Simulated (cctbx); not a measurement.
## Which space group?

Cell: a = 5.7290 Å, b = 5.7290 Å, c = 8.9760 Å, α = 90.00°, β = 90.00°, γ = 120.00°. Expected content of the cell: Pr1 Sn6 Pd6.

The data are simulated with cctbx, not measured: Ag Kα, λ = 0.56087 Å, to d = 0.8 Å, 70 % of the full sphere, strongest reflection 20000 counts, noise from counting, a 3 % proportional error and a noise floor of 4 counts (s.d.); no absorption, some extinction.

Tests on the unmerged data give:

```text
1436 reflections to d = 0.803 A
centring   violations  <I/sigma> of those
    A        485 of   721     13.3
    B        495 of   717     13.7
    C        474 of   704     13.3
    I        467 of   700     13.2
    R        683 of   947     14.1
    F        727 of  1071     13.4
Laue class    unique    Rint  (classes that these axes allow; Friedel mates merged)
P -1              929   0.024
P 1 1 2/m         545   0.026
P -3              350   0.028
P -3 1 m          209   0.029
P -3 m 1          230   0.029
P 6/m             191   0.029
P 6/m m m         140   0.030
space group    extra absences  I>4sigma  <I/sigma>
P 6 2 2                 0          0         -  acentric
P 6 m m                 0          0         -  acentric
P -6 m 2                0          0         -  acentric
P -6 2 m                0          0         -  acentric
P 6/m m m               0          0         -  centric
Wilson B = 0.16 A^2   <|E^2-1|> = 0.868 (0.968 centric, 0.736 acentric)   E^2>4: 1.4 %
shell (A)         n   <I/sigma>
 8.98 - 1.60     25     34.5
 1.60 - 1.27     20     43.0
 1.27 - 1.11     16     41.5
 1.11 - 1.01     18     57.6
 1.01 - 0.94     14     35.5
 0.94 - 0.88     17     41.0
 0.88 - 0.84     13     56.0
 0.84 - 0.80     17     33.3
```

Q: Read the symmetry from these tables.

Every centring test has many violations, so the lattice is primitive.

Rint stays low (0.024 to 0.030) up to P 6/m m m, the highest class in these axes.

5 settings pass the absence test. No glide or screw absences show, which leaves P 6 2 2, P 6 m m, P -6 m 2, P -6 2 m and P 6/m m m.

⟨|E²−1|⟩ = 0.868 lies between the two ideal values. The Wilson B of 0.16 Å² means U ≈ 0.0020 Å².

The true group is P6/mmm (no. 191), Laue class 6/mmm, centrosymmetric. The tables only narrow the choice to the tied entries; cell content, site symmetry and trial solutions must settle it.

This is a model crystal, built by substitution and not relaxed, with assumed displacement parameters.

[Logs are printed without paths, hosts, clocks, repeated set-up lines and the standing remarks that a program may print on its own settings, such as how far it seeks lower states.]
